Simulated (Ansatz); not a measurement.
# 1T-SnO2 monolayer in a perpendicular field

What dipole does a perpendicular field induce in the 1T-SnO2 monolayer, and does the gap follow? A positive field points along +c.

Method: plane-wave DFT, PBE-D3(BJ), Ansatz PAW (set soft_1); PAW set soft_1, in Ansatz 0.2.0.

**1. Starting point**

The cell holds 3 atoms: 2 O and 1 Sn. Cell: a = 3.220 Å, b = 3.220 Å, c = 34.589 Å, α = 90.0°, β = 90.0°, γ = 120.0°. Vacuum lies along c.

**2. Relaxing the slab**

The starting cell is a guess, so the in-plane lattice and the atoms are relaxed first, with the slab cut off from its images along the normal.

Input file input.yaml:

```yaml
crystal:
  lattice:
    - [3.22, 0.0, 0.0]
    - [-1.61, 2.7886018002, 0.0]
    - [0.0, 0.0, 34.5888543835]
  atoms:
    - { symbol: O, position: [0.6666666667, 0.3333333333, 0.4741411733] }
    - { symbol: Sn, position: [0.0, 0.0, 0.5] }
    - { symbol: O, position: [0.3333333333, 0.6666666667, 0.5258588267] }
  periodic: [true, true, false]
kpoints:
  mp_grid: { grid: [12, 12, 1] }
hamiltonian:
  xc: pbe
  dispersion: d3bj
  pseudopotentials: { kind: paw, azcp: { folder: soft_1 } }
scf:
  occupations: { method: fermi_dirac, width: 0.05 }
  convergence: { dr2_threshold: 1.0e-09 }
relax:
  f_tol: 0.004
  max_steps: 90
  cell: {}
output:
  write_potential: true
  write_density: true
  volumetric_format: npy
```

The run is started by

```bash
$ ansatz run input.yaml --threads 2 --pin off --max-ram 3072MiB --backend cpu --events-out ev --progress --plain --runs-dir out
```

Numbers of over 12 decimals in the logs are rounded to 6 here.

The program printed:

```text
Warning: relax.cell: scf.convergence.dr2_threshold = 1e-9 eV is looser than the 2.15862920333e-10 eV advised for a relaxation that steers and ends on the stress (1e-10 eV for each atom of the cell: 3, times the square of relax.cell.stress_2d_tol = 0.05 N/m over 11.8 Å (the atoms' height at the walk's start and 5 Å past either face), 4.241e-2 GPa, over a crystal's default 0.05). What an SCF threshold leaves in a stress goes as its square root, and in the free energy as the threshold itself, and one threshold admits the most on a small cell: [figures from the program's tests cut] Set scf.convergence.dr2_threshold to 2.15862920333e-10 eV or tighter. [rest of the remark cut]
Engine: ansatz 0.2.0, aarch64-unknown-linux-gnu
Pseudopotentials: kind: paw
Pseudopotential: O, paw, valence charge 6, recommended cutoff 420 eV (normal), soft_1/O.paw.azcp
Pseudopotential: Sn, paw, valence charge 14, recommended cutoff 420 eV (normal), soft_1/Sn.paw.azcp
Functional definition: PBE
  parameter kappa = 0.804
  parameter beta = 0.066725
  exchange = pbe_x(kappa = kappa, mu = beta*pi^2/3)
  correlation = pbe_c(beta = beta)
Crystal: 3 atoms, lattice volume = 310.584 Å³
Basis set: ecut = 420 eV, 6175 PW (Γ), exchange–correlation on 48×48×480 points (8 copies of the dense FFT grid, shifted against one another)
Bands: 17, of which v1, the nominal top of the filled ones, is band 13 counted from 1 (12 counted from 0)
Symmetry: 12 space group operations
Space group: P-3m1 (ITA 164), of the structure as read, at distance tolerance 6.8e-5 Å
k-points: 19 of 144
Non-local potential: O, projectors of the file, l = 0: 2, l = 1: 2, l = 2: 1
Non-local potential: Sn, projectors of the file, l = 0: 2, l = 1: 2, l = 2: 2, l = 3: 1
PAW form: soft (Blöchl's): semilocal exchange-correlation on the pseudo side does not see the compensation charge
PAW one-centre angular grid: O, 110 points (default); XC on 64 Gauss nodes
PAW one-centre angular grid: Sn, 590 points (default); XC on 64 Gauss nodes
Initial density: superposition of atomic densities (neutral atoms: chi_scale 0, normalization atom)
Initial wavefunctions: pseudopotential atomic-orbital guess
Functional: x = pbe(κ = 0.804, μ = 0.219515), c = pbe(β = 0.066725)
SCF iter   1: F=—  HF=-7162.030766 eV  |F-HF|=—  |Δ(HF+E_count)|=         —  Δρ=5.98e-2  dr2=1.12e1  ethr=3.10e-3  ⟨swp⟩=13.8  Hψ=2984  notcnv=0
preconditioner: auto → Resta (q_TF=auto, 1.805 Å⁻¹)  ε∞=1.3  [insulator: Δε(μ)=4.828 eV  Ē_g=19.770 eV  σ=0.050 eV  W_gap=1.00  n_scr=18 (ndim 8)  ℏωp=10.7 eV  f_vac=0.839  D(μ)=0.00/eV (n_scr^D=0)  ε∞_Penn≈1.3  vacuum switching on, ρ_ref=2.8e-2 e/Å³]
SCF iter   2: F=—  HF=-7159.274402 eV  |F-HF|=—  |Δ(HF+E_count)|=    2.76e0  Δρ=3.38e-2  dr2=1.80e0  ethr=3.10e-3  ⟨swp⟩=5.4  Hψ=1286  notcnv=0
SCF iter   3: F=—  HF=-7158.772168 eV  |F-HF|=—  |Δ(HF+E_count)|=   5.02e-1  Δρ=9.09e-3  dr2=1.21e-1  ethr=3.10e-3  ⟨swp⟩=3.7  Hψ=888  notcnv=0
SCF iter   4: F=—  HF=-7158.768577 eV  |F-HF|=—  |Δ(HF+E_count)|=   3.59e-3  Δρ=1.48e-3  dr2=3.34e-3  ethr=4.66e-4  ⟨swp⟩=3.9  Hψ=733  notcnv=0
SCF iter   5: F=—  HF=-7158.765900 eV  |F-HF|=—  |Δ(HF+E_count)|=   2.68e-3  Δρ=4.51e-4  dr2=2.62e-4  ethr=1.28e-5  ⟨swp⟩=3.6  Hψ=890  notcnv=0
SCF iter   6: F=—  HF=-7158.765775 eV  |F-HF|=—  |Δ(HF+E_count)|=   1.25e-4  Δρ=7.96e-5  dr2=1.90e-5  ethr=1.01e-6  ⟨swp⟩=2.9  Hψ=689  notcnv=0
SCF iter   7: F=—  HF=-7158.765755 eV  |F-HF|=—  |Δ(HF+E_count)|=   2.00e-5  Δρ=2.63e-5  dr2=1.55e-6  ethr=7.29e-8  ⟨swp⟩=3.5  Hψ=776  notcnv=0
SCF iter   8: F=—  HF=-7158.765725 eV  |F-HF|=—  |Δ(HF+E_count)|=   2.93e-5  Δρ=6.84e-6  dr2=7.40e-8  ethr=5.95e-9  ⟨swp⟩=3.2  Hψ=789  notcnv=0
SCF iter   9: F=—  HF=-7158.765725 eV  |F-HF|=—  |Δ(HF+E_count)|=   2.32e-8  Δρ=1.47e-6  dr2=4.71e-9  ethr=2.85e-10  ⟨swp⟩=2.7  Hψ=650  notcnv=0
SCF iter  10: F=-7158.765725 eV  HF=-7158.765725 eV  |F-HF|=1.40e-10  |Δ(HF+E_count)|=  7.39e-10  Δρ=1.76e-7  dr2=7.28e-11  ethr=3.85e-12  ⟨swp⟩=13.8  Hψ=2873  notcnv=0
SCF 1 converged in 10 iterations: F = -7158.765725 eV  dr2 = 7.28e-11
  greatest PAW one-centre occupation: 0.996 electrons in one spin orbital (limit 2), on the Sn atom at site 1 (counted from 0), in its partial waves of l = 2
relax step   1: F+E_penalty+E_count = -7158.76572526 eV  Δ(F+E_penalty+E_count) = +0.000e0 eV  max|allowed force component| = 1.702e0 eV/Å  Δτ_max = 0.0000 Å  P = +4.876 N/m  Ω = 310.584 Å³  fix = [c, alpha, beta]  reactions: c +0.000 N/m  (10 SCF iters, accepted)
Crystal: 3 atoms, lattice volume = 305.034 Å³
Basis set: ecut = 420 eV, 6055 PW (Γ), exchange–correlation on 48×48×480 points (8 copies of the dense FFT grid, shifted against one another)
Initial density: handed on by an earlier stage of this run
Initial wavefunctions: those handed on with the density
iter 1 solved again at ethr=8.19e-4 eV; its pass at ethr=3.10e-3 eV (dr2=2.13e-1 eV) is discarded
SCF iter   1: F=—  HF=-7159.039053 eV  |F-HF|=—  |Δ(HF+E_count)|=         —  Δρ=8.44e-3  dr2=2.10e-1  ethr=8.19e-4  ⟨swp⟩=2.1  Hψ=3047  notcnv=0
preconditioner: auto → Resta (q_TF=auto, 1.810 Å⁻¹)  ε∞=1.3  [insulator: Δε(μ)=2.838 eV  Ē_g=19.088 eV  σ=0.050 eV  W_gap=1.00  n_scr=18 (ndim 8)  ℏωp=10.8 eV  f_vac=0.847  D(μ)=0.00/eV (n_scr^D=0)  ε∞_Penn≈1.3  vacuum switching on, ρ_ref=2.6e-2 e/Å³]
SCF iter   2: F=—  HF=-7158.960216 eV  |F-HF|=—  |Δ(HF+E_count)|=   7.88e-2  Δρ=2.73e-3  dr2=1.28e-2  ethr=8.08e-4  ⟨swp⟩=4.3  Hψ=666  notcnv=0
SCF iter   3: F=—  HF=-7158.960108 eV  |F-HF|=—  |Δ(HF+E_count)|=   1.08e-4  Δρ=1.10e-3  dr2=1.65e-3  ethr=4.91e-5  ⟨swp⟩=3.9  Hψ=829  notcnv=0
SCF iter   4: F=—  HF=-7158.959839 eV  |F-HF|=—  |Δ(HF+E_count)|=   2.69e-4  Δρ=5.53e-4  dr2=2.65e-4  ethr=6.36e-6  ⟨swp⟩=3.3  Hψ=708  notcnv=0
SCF iter   5: F=—  HF=-7158.959889 eV  |F-HF|=—  |Δ(HF+E_count)|=   5.06e-5  Δρ=1.57e-4  dr2=2.06e-5  ethr=1.02e-6  ⟨swp⟩=2.8  Hψ=608  notcnv=0
SCF iter   6: F=—  HF=-7158.959862 eV  |F-HF|=—  |Δ(HF+E_count)|=   2.72e-5  Δρ=3.53e-5  dr2=1.53e-6  ethr=7.92e-8  ⟨swp⟩=2.6  Hψ=585  notcnv=0
SCF iter   7: F=—  HF=-7158.959836 eV  |F-HF|=—  |Δ(HF+E_count)|=   2.63e-5  Δρ=6.57e-6  dr2=6.84e-8  ethr=5.88e-9  ⟨swp⟩=2.9  Hψ=684  notcnv=0
SCF iter   8: F=—  HF=-7158.959836 eV  |F-HF|=—  |Δ(HF+E_count)|=   1.39e-8  Δρ=1.06e-6  dr2=1.51e-9  ethr=2.63e-10  ⟨swp⟩=3.7  Hψ=814  notcnv=0
SCF iter   9: F=-7158.959836 eV  HF=-7158.959836 eV  |F-HF|=4.64e-11  |Δ(HF+E_count)|=  3.46e-10  Δρ=2.62e-7  dr2=9.34e-11  ethr=3.85e-12  ⟨swp⟩=13.4  Hψ=2768  notcnv=0
SCF 2 converged in 9 iterations: F = -7158.959836 eV  dr2 = 9.34e-11
relax step   2: F+E_penalty+E_count = -7158.95983559 eV  Δ(F+E_penalty+E_count) = -1.941e-1 eV  max|allowed force component| = 5.392e-2 eV/Å  Δτ_max = 0.1359 Å  P = +1.170 N/m  Ω = 305.034 Å³  energy of the carried Pulay correction = +1.472e-3 eV  fix = [c, alpha, beta]  reactions: c +0.000 N/m  (9 SCF iters, accepted)
Crystal: 3 atoms, lattice volume = 309.163 Å³
Basis set: ecut = 420 eV, 6151 PW (Γ), exchange–correlation on 48×48×480 points (8 copies of the dense FFT grid, shifted against one another)
iter 1 solved again at ethr=9.53e-6 eV; its pass at ethr=3.10e-3 eV (dr2=2.48e-3 eV) is discarded
SCF iter   1: F=—  HF=-7158.965181 eV  |F-HF|=—  |Δ(HF+E_count)|=         —  Δρ=8.41e-4  dr2=2.58e-3  ethr=9.53e-6  ⟨swp⟩=3.3  Hψ=2933  notcnv=0
preconditioner: auto → Resta (q_TF=auto, 1.806 Å⁻¹)  ε∞=1.3  [insulator: Δε(μ)=2.683 eV  Ē_g=19.259 eV  σ=0.050 eV  W_gap=1.00  n_scr=18 (ndim 8)  ℏωp=10.8 eV  f_vac=0.849  D(μ)=0.00/eV (n_scr^D=0)  ε∞_Penn≈1.3  vacuum switching on, ρ_ref=2.7e-2 e/Å³]
SCF iter   2: F=—  HF=-7158.964378 eV  |F-HF|=—  |Δ(HF+E_count)|=   8.03e-4  Δρ=4.07e-4  dr2=2.18e-4  ethr=9.53e-6  ⟨swp⟩=2.1  Hψ=438  notcnv=0
SCF iter   3: F=—  HF=-7158.964354 eV  |F-HF|=—  |Δ(HF+E_count)|=   2.41e-5  Δρ=1.47e-4  dr2=4.79e-5  ethr=8.39e-7  ⟨swp⟩=3.1  Hψ=652  notcnv=0
SCF iter   4: F=—  HF=-7158.964298 eV  |F-HF|=—  |Δ(HF+E_count)|=   5.56e-5  Δρ=6.12e-5  dr2=3.64e-6  ethr=1.84e-7  ⟨swp⟩=3.7  Hψ=659  notcnv=0
SCF iter   5: F=—  HF=-7158.964296 eV  |F-HF|=—  |Δ(HF+E_count)|=   2.63e-6  Δρ=1.01e-5  dr2=2.32e-7  ethr=1.40e-8  ⟨swp⟩=3.4  Hψ=666  notcnv=0
SCF iter   6: F=—  HF=-7158.964275 eV  |F-HF|=—  |Δ(HF+E_count)|=   2.12e-5  Δρ=2.70e-6  dr2=1.24e-8  ethr=8.93e-10  ⟨swp⟩=3.7  Hψ=748  notcnv=0
SCF iter   7: F=-7158.964275 eV  HF=-7158.964275 eV  |F-HF|=8.91e-11  |Δ(HF+E_count)|=   2.04e-9  Δρ=5.24e-7  dr2=4.66e-10  ethr=3.85e-12  ⟨swp⟩=11.5  Hψ=3195  notcnv=0
SCF 3 converged in 7 iterations: F = -7158.964275 eV  dr2 = 4.66e-10
relax step   3: F+E_penalty+E_count = -7158.96427460 eV  Δ(F+E_penalty+E_count) = -4.439e-3 eV  max|allowed force component| = 2.334e-2 eV/Å  Δτ_max = 0.0154 Å  P = +0.200 N/m  Ω = 309.163 Å³  energy of the carried Pulay correction = +3.743e-4 eV  fix = [c, alpha, beta]  reactions: c +0.000 N/m  (7 SCF iters, accepted)
[...]
relax step   4: F+E_penalty+E_count = -7158.96425131 eV  Δ(F+E_penalty+E_count) = +2.329e-5 eV  max|allowed force component| = 3.606e-3 eV/Å  Δτ_max = 0.0003 Å  P = +0.017 N/m  Ω = 309.641 Å³  energy of the carried Pulay correction = +2.482e-4 eV  fix = [c, alpha, beta]  reactions: c +0.000 N/m  (6 SCF iters, accepted)
Initial wavefunctions: pseudopotential atomic-orbital guess (no wavefunctions were taken with the density)
iter 1 solved again at ethr=9.49e-8 eV; its pass at ethr=3.10e-3 eV (dr2=2.47e-5 eV) is discarded
SCF iter   1: F=—  HF=-7158.964063 eV  |F-HF|=—  |Δ(HF+E_count)|=         —  Δρ=7.45e-6  dr2=2.47e-8  ethr=9.49e-8  ⟨swp⟩=7.2  Hψ=4788  notcnv=0
preconditioner: auto → Resta (q_TF=auto, 1.805 Å⁻¹)  ε∞=1.3  [insulator: Δε(μ)=2.681 eV  Ē_g=19.232 eV  σ=0.050 eV  W_gap=1.00  n_scr=18 (ndim 8)  ℏωp=10.8 eV  f_vac=0.849  D(μ)=0.00/eV (n_scr^D=0)  ε∞_Penn≈1.3  vacuum switching on, ρ_ref=2.7e-2 e/Å³]
SCF iter   2: F=—  HF=-7158.963991 eV  |F-HF|=—  |Δ(HF+E_count)|=   7.19e-5  Δρ=3.46e-6  dr2=6.64e-9  ethr=9.50e-11  ⟨swp⟩=5.0  Hψ=996  notcnv=0
SCF iter   3: F=—  HF=-7158.963991 eV  |F-HF|=—  |Δ(HF+E_count)|=   1.04e-8  Δρ=1.42e-6  dr2=1.48e-9  ethr=2.55e-11  ⟨swp⟩=3.2  Hψ=568  notcnv=0
SCF iter   4: F=-7158.963991 eV  HF=-7158.963991 eV  |F-HF|=5.28e-11  |Δ(HF+E_count)|=   1.35e-9  Δρ=2.06e-7  dr2=8.05e-11  ethr=3.85e-12  ⟨swp⟩=22.1  Hψ=3338  notcnv=0
SCF 5 converged in 4 iterations: F = -7158.963991 eV  dr2 = 8.05e-11
relax step   5: F+E_penalty+E_count = -7158.96399085 eV  Δ(F+E_penalty+E_count) = +2.605e-4 eV  max|allowed force component| = 3.590e-3 eV/Å  Δτ_max = 0.0000 Å  P = +0.011 N/m  Ω = 309.641 Å³  fix = [c, alpha, beta]  reactions: c +0.000 N/m  stress off target by 1.08e-2 N/m on what of the cell is left free  SCF on the basis re-selected at this cell (its energy is not comparable with the rows above)  (4 SCF iters)
basis re-selected at this cell: Δ(F+E_penalty+E_count) = +2.605e-4 eV, ΔP = -0.007 N/m vs the last step (what re-selecting the basis moved, of the pressure what is left beyond the Pulay correction that the steps carried, after the strain that the cell walked since its last selection, with what the two solves' SCF thresholds leave and, on support functions, any second-order correction that the steps lacked; it is no m [...]
SCF converged after 4 iterations
Free energy (F): -7158.963991 eV
Harris-Foulkes:  -7158.963991 eV  (|F-HF|=5.28e-11)
Internal energy: -7158.963991 eV  (E = F + TS)
E sigma→0 (E₀):  -7158.963991 eV
Fermi energy:    -6.919227 eV
--- Per-component energies (eV) ---
  E_band       = -504.477859
  E_kinetic    = 505.929189
  E_local      = -54013.365570  (includes V_loc(G=0)·N_el)
  E_nonlocal   = 249.762169
  E_hartree    = 26714.896523
  E_xc         = -267.760482
  E_vxc        = -261.617164  (∫ρ·V_xc dr)
  E_paw        = -4698.431571  (= ΣΔE_a)
  E_vpaw       = -414.981729  (= ΣTr[D̂ρ^β])
  E_aug_tail   = 0.001831  (compensation charges beyond the density's cutoff)
  E_ewald      = 24350.355183
  E_disp       = -0.351262  (pairwise vdW)
  E_smearing   = -0.000000  (= −TS)
  E_closure    = 0.000000  (closes the sum)
  Σ components = -7158.963991   (vs F -7158.963991, Δ=0.00e0)
--- Forces (eV/Å), atoms counted from 1 ---
  atom   1  O      0.00000000    -0.00000000    -0.00358964
  atom   2  Sn    -0.00000000     0.00000000     0.00000000
  atom   3  O     -0.00000000     0.00000000     0.00358964
  max |Σ_I F_I| component: 4.63e-18 eV/Å
--- 2D stress c σ (N/m, compression-positive) ---
        0.010806      -0.000000       0.000000
       -0.000000       0.010806      -0.000000
        0.000000      -0.000000       0.000000
  P = ½ c Tr σ = 0.0108 N/m
--- Band table (eV; the first three rows and the last of 19) ---
  k-point 0: bands = [... 9 lower, -9.4933, -9.0432, -9.0432, -8.9115, -5.6686, -2.5397, -0.2253, -0.2178]
  k-point 1: bands = [... 9 lower, -9.6817, -9.2782, -8.9550, -8.7054, -5.3210, -2.2866, -0.1193, -0.0786]
  k-point 2: bands = [... 9 lower, -10.0591, -9.4950, -8.8437, -8.5819, -4.5350, -1.6965, 0.1603, 0.3406]
  k-point 18: bands = [... 9 lower, -11.8451, -10.8893, -8.4968, -8.4968, -2.0298, 1.5724, 1.9768, 1.9768]
--- Relaxed structure (4 steps of the walk, 4 accepted, 1 SCFs on fresh bases) ---
  F+E_penalty+E_count = -7158.96399085 eV   max|allowed force component| = 3.590e-3 eV/Å   (the final SCF, on the basis selected at the relaxed cell)
  cell:  # Å, volume = 309.6408 Å³
    - [3.215109, 0, 0]
    - [-1.607555, 2.784366, 0]
    - [0, 0, 34.5888543835]
  atoms:
    - { symbol: O, position: [0.666667, 0.333333, 0.470647] }
    - { symbol: Sn, position: [0, 0, 0.500000] }
    - { symbol: O, position: [0.333333, 0.666667, 0.529353] }
```

Elapsed: 18 s, on 2 threads of Arm Neoverse V1, shared host; peak memory 0.53 GiB.

Relaxation path:

| step | energy less that of the first step (eV) | largest force component (eV/Å) | volume (Å³) |
| --- | --- | --- | --- |
| 1 | 0.0000 | 1.7019 | 310.58 |
| 2 | -0.1941 | 0.0539 | 305.03 |
| 3 | -0.1986 | 0.0233 | 309.16 |
| 4 | -0.1985 | 0.0036 | 309.64 |
| 5* | -0.1983 | 0.0036 | 309.64 |

Relaxation steps marked * repeat the geometry before them on a plane-wave basis chosen anew for their cell, so energy and pressure can jump there.

Forces are held to the 12 operations that the run works with; a distortion that breaks them can't arise in this run.

| cell as run | before | after | change |
| --- | --- | --- | --- |
| a (Å) | 3.220 | 3.215 | -0.2 % |
| b (Å) | 3.220 | 3.215 | -0.2 % |

The atoms that moved most (Å, along periodic axes as changes of fractional coordinates times the final cell, across vacuum about the mean position):

| atom | dx | dy | dz | length |
| --- | --- | --- | --- | --- |
| O1 | 0.000 | 0.000 | -0.121 | 0.121 |
| O3 | 0.000 | 0.000 | 0.121 | 0.121 |

Final coordinates:

```xyz
3
Lattice="3.2151 0.0000 0.0000 -1.6076 2.7844 0.0000 0.0000 0.0000 34.5889" Properties=species:S:1:pos:R:3
O     1.6076    0.9281   16.2791
Sn    0.0000    0.0000   17.2944
O     0.0000    1.8562   18.3097
```

This step gave:

```
gap on the k-mesh : 2.681 eV
```

The lattice constant a goes from 3.220 to 3.215 Å.

(Continued in part 2 of 2.)

[Logs are printed without paths, hosts, clocks, repeated set-up lines and the standing remarks that a program may print on its own settings, such as how far it seeks lower states.]

[Hosts, paths, dates, database ids (printed as entryN), source tags and the programs' standing remarks are cut or masked in the printed files.]

[Maps of the electrostatic potential energy from Ansatz leave out the sawtooth potential of an applied field or a dipole correction, so their vacuum need not be flat; planar profiles and work functions include it.]
